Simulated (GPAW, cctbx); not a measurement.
## By hand: from a DFT structure factor to an extinction distance in K2RbRh

K2RbRh, P4/mbm (no. 127), a = 7.8202 Å, b = 7.8202 Å, c = 5.5237 Å, α = 90.00°, β = 90.00°, γ = 90.00°.

| atom | mult. | x | y | z |
| --- | --- | --- | --- | --- |
| Rh1 | 2 | 0 | 1/2 | 0 |
| Rb1 | 2 | 0 | 0 | 0 |
| K1 | 4 | 0.3298 | 0.1702 | 1/2 |

The cell comes from substitution in a known structure type and wasn't matched to any measured phase.

A DFT run (GPAW, PBE, 450 eV, 4×3×3 k-points (along the axes of the calculation cell), Fermi–Dirac width 0.1 eV) gives the static X-ray structure factor of 001 as 86.045 e for the conventional cell; superposed free atoms give 85.169 e. **Problem.** Find the Fourier component V of the crystal potential and the two-beam extinction distance at 80 kV in both cases.

## Step 1: Geometry

The cell volume is Ω = 337.80 Å³ and d(001) = 5.5237 Å, so g = 1/d = 0.1810 Å⁻¹.

## Step 2: The nuclei

Electrons feel nuclei as well as electrons, so the nuclear charges are summed with the same phases.

Phase sums Σ exp(2πi h·x), turned so that the total is real and positive: Rh +2.000, Rb +2.000, K -4.000. Then F_Z = 45 × (+2.000) + 37 × (+2.000) + 19 × (-4.000) = 88.00 e. The electron term has the same sign for this reflection.

## Step 3: Mott–Bethe

Poisson's equation, term by term, gives V = (e/4πε₀)(F_Z − F)/(πΩg²), with e/4πε₀ = 14.3996 V Å.

The prefactor is 14.3996 × 5.5237²/(π × 337.80) = 0.41400 V per electron. Free atoms: (88.00 − 85.169) × 0.41400 = 1.172 V. Crystal: (88.00 − 86.045) × 0.41400 = 0.809 V. F changes by +1.03 % and V by -30.9 %: the same 0.88 e is measured against F_Z − F = 2.8 e in place of F = 85.2 e.

## Step 4: Extinction distance

In the two-beam case ξ = 1/(λU) with U = 2γm₀eV/h², that is ξ = 150.41 V Å²/(γλV).

At 80 kV, λ = 0.04176 Å and γ = 1.1566. Free atoms: ξ = 2657 Å. Crystal: ξ = 3848 Å. The thickness fringes go as sin²(πt/ξ), so the two patterns slip by a quarter of a period when t|1/ξ₁ − 1/ξ₀| = 1/4, at t ≈ 215 nm. Thermal motion, absorption and many-beam coupling, left out here, change a real pattern.

## Step 5: Answer

V(001) is 0.81 V against 1.17 V, and ξ is 3848 against 2657 Å. Limits: static atoms, two beams.
